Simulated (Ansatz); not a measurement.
# AgO (F-43m): from the cell to its phonons, part 2 of 2

The cell of AgO (F-43m) is at rest. What are its phonons? After the zone centre comes a 4×4×4 q mesh on a 16×16×16 k mesh.

Ansatz 0.2.0; DFT PBEsol, scalar-relativistic, plane waves, PAW; PAW set soft_1.

So far. Step 2 (Modes at Γ): Before it was imposed, the acoustic sum rule was missed by 7.7e-5 eV/Å². Small misses are needed for a sound result but don't prove that mesh and cutoff are converged. The lowest optical mode is real, 202 cm⁻¹.

### 3. The dispersion

Stability and thermal properties need the whole zone. Linear response on a 4×4×4 q mesh gives force constants as far as a supercell of that size would.

input.yaml reads:

```yaml
crystal:
  lattice:
    - [0.0, 2.4749891092, 2.4749891092]
    - [2.4749891092, 0.0, 2.4749891092]
    - [2.4749891092, 2.4749891092, 0.0]
  atoms:
    - { symbol: Ag, position: [0.0, 0.0, 0.0] }
    - { symbol: O, position: [0.25, 0.25, 0.25] }
kpoints:
  mp_grid: { grid: [16, 16, 16] }
hamiltonian:
  xc: pbesol
  pseudopotentials: { kind: paw, azcp: { folder: soft_1 }, xc_functional: pbe }
scf:
  occupations: { method: methfessel_paxton, width: 0.2 }
output:
  eigenvalues: true
phonons:
  method: dfpt
  qmesh: [4, 4, 4]
  temperatures: { t_max: 1000, t_step: 50 }
  qpath:
    path:
      - [[0.0, 0.0, 0.0], [-0.5, -0.5, 0.0], [-0.375, -0.375, 0.25]]
      - [[-0.375, 0.0, 0.375], [0.0, 0.0, 0.0], [0.0, 0.0, 0.5], [-0.5, -0.25, 0.25], [-0.5, -0.5, 0.0]]
    npoints: 10
```

The run is started by

```sh
$ ansatz run input.yaml --threads 4 --pin off --max-ram 10240MiB --backend cpu --events-out ev --progress --plain --runs-dir out
```

Numbers of over 12 decimals in the logs are rounded to 6 here.

The log of the run:

```text
[...]
Crystal: 2 atoms, lattice volume = 30.321 Å³
Basis set: ecut = 420 eV, 609 PW (Γ), exchange–correlation on 48×48×48 points (8 copies of the dense FFT grid, shifted against one another)
Bands: 17, of which v1, the nominal top of the filled ones, is band 13 counted from 1 (12 counted from 0)
Symmetry: 24 space group operations
k-points: 145 of 4096 (time reversal used)
[...]
SCF iter   1: F=—  HF=-8080.273243 eV  |F-HF|=—  |Δ(HF+E_count)|=         —  Δρ=6.99e-2  dr2=1.04e0  ethr=3.10e-3  ⟨swp⟩=4.3  Hψ=10632  notcnv=0
[...]
SCF iter   9: F=-8080.130382 eV  HF=-8080.130382 eV  |F-HF|=5.46e-12  |Δ(HF+E_count)|=  5.09e-11  S|Δr|=    0.00e0  Δρ=1.35e-7  dr2=3.57e-12  ethr=1.00e-12  ⟨swp⟩=4.0  Hψ=11995  notcnv=0
[...]
SCF 1 converged in 9 iterations: F = -8080.130382 eV  dr2 = 3.57e-12
[...]
phonons: the bands overlap, so this run is a metal and interpolates without the dipole-dipole term. If the crystal is really an insulator or semiconductor, its LO-TO splitting is missing
NSCF: frozen V_eff on 145 k-points
[...]
DFPT response loops at q = (0, 0, 0) (fractional): preconditioner auto → Kerker (q_TF=auto, 2.642 Å⁻¹) (partly filled bands, converged f_vac=0.081); β = 1.00, the filter's whole step (`scf.mixing.beta` (0.50) is not read by the response loops under this deck's `scf.mixing.preconditioner`; to damp them name `kerker` or `kerker_dos`, under which they read `scf.mixing.beta`, and type it under 1.00, their step now; both keys bind the ground state too); Broyden in place of MSR1
[...]
SCF converged after 9 iterations
[...]
Free energy (F): -8080.130382 eV
[...]
Internal energy: -8080.128520 eV  (E = F + TS)
E sigma→0 (E₀):  -8080.129917 eV
Entropy (-TS):   -0.001862 eV (-0.931 meV/atom)
Fermi energy:    9.496082 eV
[...]
--- Band table (eV; the first three rows and the last of 145) ---
  k-point 0: bands = [... 9 lower, 6.5158, 9.7789, 10.3181, 10.3181, 10.3181, 23.1411, 23.1411, 23.1411]
  k-point 1: bands = [... 9 lower, 6.5106, 9.7113, 10.2952, 10.2952, 10.4287, 22.6854, 23.1721, 23.1721]
  k-point 2: bands = [... 9 lower, 6.4995, 9.4803, 10.2263, 10.2263, 10.7775, 21.6542, 23.2455, 23.2455]
  k-point 144: bands = [... 9 lower, 7.1376, 7.1930, 7.2573, 8.8830, 16.9865, 18.0861, 19.3917, 19.9538]
--- Phonons (Γ-DFPT): 2 representative perturbations + reference (Σ response iterations 7) ---
  ASR residual: 7.662e-5 → 0.000e0 eV/Å²; symmetrization residual: 5.959e-7 eV/Å²
  ASR residual per site (eV/Å²): 7.66e-5 7.46e-7
  Γ frequencies (cm⁻¹): 0.00 0.00 0.00 201.59 201.59 201.59
--- Phonons (arbitrary-q DFPT): 8 irreducible q on the 4×4×4 mesh ---
  q = [0.0000, 0.0000, 0.0000] (star 1, of the zone-centre solve; hermiticity 5.72e-7, symmetrization 4.36e-12): -0.00 -0.00 0.00 201.59 201.59 201.59
  q = [0.0000, 0.0000, 0.2500] (star 8, 2 solved perturbations on 2176 of 4096 k-point pairs; hermiticity 9.72e-7, symmetrization 3.45e-9): -21.97 -21.97 91.79 260.78 261.32 261.32
[...]
q = [0.0000, 0.2500, 0.2500] (star 6, 4 solved perturbations in 3616 linear systems a pass and spin channel, the states on 1160 of 4096 k-point pairs; hermiticity 5.23e-7, symmetrization 2.08e-8): -30.73 -30.73 110.71 257.68 276.69 276.69
[...]
sum rule: each row above includes the acoustic sum rule's correction from the zone centre's row sums; it moved no ω² by more than (0.44 cm⁻¹)²
  mesh force constants: q→R imaginary residual 3.09e-18; ASR residual 7.662e-5 → 0.000e0 eV/Å²; symmetrization residual 3.553e-15 eV/Å²
  interpolated dispersion: 62 rows × 6 modes
  density of states and harmonic sums: on the 24×24×24 q-mesh, interpolated from the force constants of a 4×4×4 supercell (no non-analytic term)
  largest difference from the sums on the solved wave vectors: F 2.71e-2 eV, S 3.35e-5 and C_V 6.43e-6 eV/K
  zero-point energy: 0.063061 eV/cell   skipped modes (ω ≤ 0): 794, of them read as no rigid motion or as one in doubt: 791 (1.941e0 modes/cell left out, lowest -71.98 cm⁻¹)   left out of the sums: 3.24e-1 of the cell's modes: C_V's classical limit lies that fraction below 3 k_B per atom; for a crystal, a wire or a layer, F and S can be off by more, and a phonons.interpolated_qmesh denser along its periods is the remedy for the sampling
```

Run time: 7 min. Hardware: 4 threads of Arm Neoverse V1, shared host; peak memory 4.3 GiB.

Numbers from this step:

* sum-rule residual before enforcement: 7.66e-5 eV/Å²
* lowest frequency on the path: -71.98 cm⁻¹
* highest frequency on the path or at a solved wavevector: 372.9 cm⁻¹
* lowest mode on the q mesh (acoustic modes at Γ apart): -71.98 cm⁻¹

Frequencies (cm⁻¹) solved at each irreducible wavevector; negative means imaginary. Frequencies by wavevector, by row:

```
q in reciprocal lattice units  star  mode 1  mode 2  mode 3  mode 4  mode 5  mode 6
                        0 0 0     1       0       0       0   201.6   201.6   201.6
                     0 0 0.25     8     -22     -22    91.8   260.8   261.3   261.3
                     0 0 -0.5     4   -37.5   -37.5   133.3     292     292   372.9
                  0 0.25 0.25     6   -30.7   -30.7   110.7   257.7   276.7   276.7
                  0 0.25 -0.5    24   -39.7   -39.5   137.2   278.1   313.9   345.6
                 0 0.25 -0.25    12   -57.6     -31   127.9     266   283.8   326.7
                  0 -0.5 -0.5     3   -54.3   -54.3   146.9     235   338.5   338.5
              0.25 -0.5 -0.25     6     -72     -32   140.8   284.1   315.3   346.3
```

Interpolated from a 4×4×4 q mesh. Phonon branches along the path, in cm⁻¹:

```
    point  branch 1  branch 2  branch 3  branch 4  branch 5  branch 6
        Γ         0         0         0       202       202       202
  halfway       -31       -31       111       258       277       277
        X       -54       -54       147       235       338       338
  halfway       -55       -52       146       250       336       341
        U       -53       -46       144       274       324       345
jump to K       -53       -46       144       274       324       345
  halfway       -48       -14       108       245       271       294
        Γ         0         0         0       202       202       202
  halfway       -22       -22        92       261       261       261
        L       -38       -38       133       292       292       373
  halfway       -47       -33       138       284       304       356
        W       -72       -32       141       284       315       346
  halfway       -64       -42       144       261       330       344
        X       -54       -54       147       235       338       338
```

The phonon branches as a text plot (rows in cm⁻¹):

```
    364 |                                       *******
    345 |           *********                  *       **********
    327 |         **   ****  **               *             ***
    308 |        *         *   *                     *******
    289 |       *           *** *            ***************
    271 |      **        *********           *              **
    252 |    *** ***   **      *****       **                 *
    234 |   *       ***          *  *     **                   **
    215 | **                      ****  ***
    197 |*                           ****
    178 |
    160 |
    141 |        ************                    ****************
    123 |       *            ***              ***
    104 |      *                *            *
     86 |    **                  *         **
     67 |   *                     **      *
     48 |  *                        *    *
     30 | *                          *  *
     11 |                        *****  ***
     -7 |****                   *   ****   *
    -26 |    ***             ***  **        ***     ********
    -44 |       *****  ******   **             ********     ****
    -63 |            ***** *****                       **********
         Γ           X  U|K            Γ         L        W     X
```

Tetrahedra on a 24×24×24 mesh, mean over bins of 5 cm-1. Interpolated from a 4×4×4 q mesh. Phonon density of states against wavenumber; read off at these points:

```
wavenumber (cm⁻¹)  phonon density of states (1/cm⁻¹/cell)
              -72                                  7.4e-4
              -62                                  0.0121
              -48                                  0.0360
              -38                                  0.0716
              -32                                  0.0765
              -22                                  0.0189
              -12                                 0.00668
               -2                                 0.00351
               12                                  0.0039
               22                                  9.0e-5
               38                                  2.8e-4
               48                                  4.8e-4
               58                                  7.7e-4
               72                                 0.00152
               82                                  0.0023
               98                                 0.00422
              108                                 0.00629
              118                                  0.0098
              132                                  0.0308
              138                                  0.0453
              142                                  0.0396
              158                                       0
              168                                       0
              182                                       0
              192                                       0
              202                                  4.0e-4
              218                                 0.00287
              228                                 0.00428
              242                                 0.00824
              252                                  0.0130
              262                                  0.0239
              278                                  0.0460
              282                                  0.0601
              288                                  0.0255
              302                                  0.0210
              312                                  0.0239
              322                                  0.0187
              338                                  0.0209
              348                                  0.0338
              362                                  0.0053
              372                                  6.6e-4
```

The partial phonon density of states has structure finer than the step of the table below, so its rows give means over 20 cm⁻¹, whole bins alone (the curve runs from -81.1 to 393 cm⁻¹). Peaks (cm⁻¹: height): Ag -36.4: 0.0647, 139.4: 0.0426; O -36.4: 0.00784, 279.5: 0.0487, 345.0: 0.0308.

Phonopy on the run's constants, 19x19x19 mesh, Gaussian sigma 3.4 cm-1. Interpolated from a 4×4×4 q mesh. The partial phonon density of states by wavenumber; means over each step; values in 1/cm⁻¹/cell:

```
wavenumber (cm⁻¹)       Ag        O
              -60   0.0181  0.00231
              -40   0.0485  0.00580
              -20   0.0178  0.00217
                0  0.00295   3.7e-4
               20  0.00129   1.7e-4
               40   3.0e-4   3.6e-5
               60   8.2e-4   8.3e-5
               80  0.00203   1.6e-4
              100  0.00457   2.6e-4
              120   0.0122   4.6e-4
              140   0.0281   4.9e-4
              160   3.7e-4   9.8e-7
              180        0        0
              200   6.9e-5   5.2e-4
              220   3.3e-4  0.00296
              240   5.7e-4  0.00706
              260  0.00122   0.0197
              280  0.00261   0.0382
              300  0.00232   0.0200
              320  0.00207   0.0185
              340  0.00255   0.0228
              360   6.3e-4  0.00744
              380   1.8e-5   3.9e-4
```

Second derivatives of the energy by pair, one row for each kind of neighbour of each atom listed. Each entry sums the pair over the periodic images of the supercell that the q mesh stands for, and in a polar crystal it holds the long-range dipole part too. Force constants by pair, by row:

```
atom  neighbour  distance (Å)  third of the trace (eV/Å²)  along the pair's line (eV/Å²)
 Ag1     itself             0                       4.727                              –
 Ag1          O         2.143                     -0.6347                         -3.228
 Ag1         Ag           3.5                      -0.209                        -0.8311
 Ag1          O         4.104                      0.0329                        -0.0692
 Ag1         Ag          4.95                     -0.0683                        -0.0593
 Ag1          O         5.394                     -0.0203                         0.0011
 Ag1         Ag         6.062                      0.0157                         0.0483
 Ag1          O          6.43                      0.0263                        -0.0149
 Ag1          O          6.43                      0.0129                         0.0174
  O2     itself             0                        4.81                              –
  O2         Ag         2.143                     -0.6347                         -3.228
  O2          O           3.5                     -0.1963                        -0.2977
  O2         Ag         4.104                      0.0329                        -0.0692
  O2          O          4.95                     -0.0726                         -0.107
  O2         Ag         5.394                     -0.0203                         0.0011
  O2          O         6.062                     -0.0056                         0.0267
  O2         Ag          6.43                      0.0263                        -0.0149
  O2         Ag          6.43                      0.0129                         0.0174
```

Symmetry leaves 8 wavevectors to solve. The lowest mode among them, the acoustic zeros apart, lies at q = (0.25, -0.5, -0.25) and is imaginary, 72.0i cm⁻¹, so the energy falls along it.

### 4. Another isotope, element Ag, natural mass 107.868 amu

An isotope changes the mass and not the force constants, so no new electronic calculation is needed; the shifts show which modes move this element.

The same force constants with the mass of Ag changed from 107.868 to 108.905 u (phonopy, no LO-TO term). Both lists are sorted by frequency; levels can cross, so a row need not hold one and the same mode. Modes under 3 cm⁻¹ are left out. Isotope shifts, by row:

```
          q  rank  natural mass (cm⁻¹)  changed mass (cm⁻¹)
      0 0 0     4                201.6                201.5
      0 0 0     5                201.6                201.5
      0 0 0     6                201.6                201.5
   0 0 0.25     1               -21.97               -21.88
   0 0 0.25     2               -21.97               -21.88
   0 0 0.25     3                91.79                91.38
   0 0 0.25     4                260.8                260.7
   0 0 0.25     5                261.3                261.2
   0 0 0.25     6                261.3                261.2
   0 0 -0.5     1               -37.47               -37.32
   0 0 -0.5     2               -37.47               -37.32
   0 0 -0.5     3                133.3                132.7
   0 0 -0.5     4                  292                291.9
   0 0 -0.5     5                  292                291.9
   0 0 -0.5     6                372.9                372.9
0 0.25 0.25     1               -30.73                -30.6
0 0.25 0.25     2               -30.73                -30.6
0 0.25 0.25     3                110.7                110.2
0 0.25 0.25     4                257.7                257.6
0 0.25 0.25     5                276.7                276.6
0 0.25 0.25     6                276.7                276.6
```

A mode of this element alone would shift by -0.48 %. The highest zone-centre frequency without the field goes from 201.6 to 201.5 cm⁻¹ (-0.1 %). The product of the frequency ratios over all optical modes at Γ is 0.998; the product rule, (m/m′)^(3k/2) (M′/M)^(3/2) with k = 1 such atoms and M the mass of the cell, gives 0.998.

### 5. Another isotope, element O, natural mass 15.999 amu

The same for O, from 16.00 to 18.00 u.

The same force constants with the mass of O changed from 15.999 to 17.999 u (phonopy, no LO-TO term). Both lists are sorted by frequency; levels can cross, so a row need not hold one and the same mode. Modes under 3 cm⁻¹ are left out. Isotope shifts, by row:

```
          q  rank  natural mass (cm⁻¹)  changed mass (cm⁻¹)
      0 0 0     4                201.6                191.6
      0 0 0     5                201.6                191.6
      0 0 0     6                201.6                191.6
   0 0 0.25     1               -21.97               -21.82
   0 0 0.25     2               -21.97               -21.82
   0 0 0.25     3                91.79                91.43
   0 0 0.25     4                260.8                246.8
   0 0 0.25     5                261.3                248.1
   0 0 0.25     6                261.3                248.1
   0 0 -0.5     1               -37.47               -37.21
   0 0 -0.5     2               -37.47               -37.21
   0 0 -0.5     3                133.3                  133
   0 0 -0.5     4                  292                277.3
   0 0 -0.5     5                  292                277.3
   0 0 -0.5     6                372.9                352.4
0 0.25 0.25     1               -30.73               -30.55
0 0.25 0.25     2               -30.73               -30.55
0 0.25 0.25     3                110.7                110.4
0 0.25 0.25     4                257.7                243.6
0 0.25 0.25     5                276.7                262.4
0 0.25 0.25     6                276.7                262.4
```

A mode of this element alone would shift by -5.72 %. The highest zone-centre frequency without the field goes from 201.6 to 191.6 cm⁻¹ (-5.0 %). The product of the frequency ratios over all optical modes at Γ is 0.858; the product rule, (m/m′)^(3k/2) (M′/M)^(3/2) with k = 1 such atoms and M the mass of the cell, gives 0.858.

### 6. Summary of results

* space group (within 0.01 Å): F-43m
* volume per atom: 15.2 Å³
* electronic character: no gap on this mesh
* highest optical mode at the zone centre (no LO-TO term): 202 cm⁻¹
* lowest optical zone-centre mode: 202 cm⁻¹
* lowest mode on the q mesh (acoustic modes at Γ apart): -72.0 cm⁻¹
* highest frequency on the path or at a solved wavevector: 373 cm⁻¹
* imaginary modes on the 4×4×4 q mesh: yes

In words: Modes are clearly imaginary (beyond 10i cm⁻¹) at 7 of the 8 irreducible wavevectors, most at q = (0.25, -0.5, -0.25) (72.0i cm⁻¹), so this structure is not a minimum of the energy. The optical modes at Γ form one degenerate level at 202 cm⁻¹. The highest mode in this list at Γ, 201.6 cm⁻¹, is mostly motion of O (87 % of the kinetic energy). With no gap, or one that is small against the smearing, the frequencies hang on the k mesh and the smearing, most of all near Kohn anomalies. The phonon runs are without spin polarisation, although the cell has an odd electron count. The PAW files were made for PBE and serve the other functionals too. These are harmonic frequencies at zero temperature: anharmonic shifts, linewidths and thermal expansion are left out.

[Logs are printed without paths, hosts, clocks, repeated set-up lines and the standing remarks that a program may print on its own settings, such as how far it seeks lower states.]

[Hosts, paths, dates, database ids (printed as entryN), source tags and the programs' standing remarks are cut or masked in the printed files.]
